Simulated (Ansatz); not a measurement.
Planning a run of Ansatz 0.2.0 on Si3N4 (P6_3/m). The input:

```yaml
crystal:
  lattice:
    - [7.6044, 0.0, 0.0]
    - [-3.8022, 6.5856035805, 0.0]
    - [0.0, 0.0, 2.9063]
  atoms:
    - { symbol: Si, position: [0.768477, 0.174557, 0.25] }
    - { symbol: Si, position: [0.59392, 0.768477, 0.75] }
    - { symbol: Si, position: [0.825443, 0.59392, 0.25] }
    - { symbol: Si, position: [0.231523, 0.825443, 0.75] }
    - { symbol: Si, position: [0.40608, 0.231523, 0.25] }
    - { symbol: Si, position: [0.174557, 0.40608, 0.75] }
    - { symbol: "N", position: [0.0305, 0.33024, 0.25] }
    - { symbol: "N", position: [0.70026, 0.0305, 0.75] }
    - { symbol: "N", position: [0.66976, 0.70026, 0.25] }
    - { symbol: "N", position: [0.9695, 0.66976, 0.75] }
    - { symbol: "N", position: [0.29974, 0.9695, 0.25] }
    - { symbol: "N", position: [0.33024, 0.29974, 0.75] }
    - { symbol: "N", position: [0.6666666667, 0.3333333333, 0.25] }
    - { symbol: "N", position: [0.3333333333, 0.6666666667, 0.75] }
kpoints:
  mp_grid: { grid: [3, 3, 4] }
hamiltonian:
  xc: pbe
  pseudopotentials: { kind: paw, source: ansatz }
scf:
  occupations: { method: fixed }
gw:
  n_empty_bands: 330
  ecut_chi: 100
  qp_bands: [v4, c4]
  qp_kpoints: band_edges
  screening: { model: contour_deformation }
```

```sh
ansatz run input.yaml --threads 3 --pin off --max-ram 92160MiB --backend cuda --events-out ev --progress --plain --runs-dir out --devices 1 --max-vram 13GiB
```

**Question.** How long will it take on 1 × NVIDIA H100 80GB HBM3 (shared by 6 runs) with 3 threads of AMD EPYC 7R13 (Zen 3), shared host, and how much memory?

It took 28 s; on shared hardware allow 14 s to 56 s. Peak host memory was 1.8 GiB. The sizes that set the cost: 8425 plane waves a state, 9 irreducible k points, 362 bands summed, 341 plane waves in the screening and 9 SCF cycles.

The screening grows as filled bands × empty bands × pairs of k points, times the square of the screening basis for the matrix.

[Paths, hosts, dates, memory and timing lines, banners, echoed tables and standing remarks are left out of the program output.]

[Logs are printed without paths, hosts, clocks, repeated set-up lines and the standing remarks that a program may print on its own settings, such as how far it seeks lower states.]

[Runs of the session that timed out or met a known fault of the program may be left out.]

[Cells called generated may have been cut or substituted from an entry of the Crystallography Open Database or the Materials Project.]

[Hosts, paths, dates, database ids (printed as entryN), source tags and the programs' standing remarks are cut or masked in the printed files.]
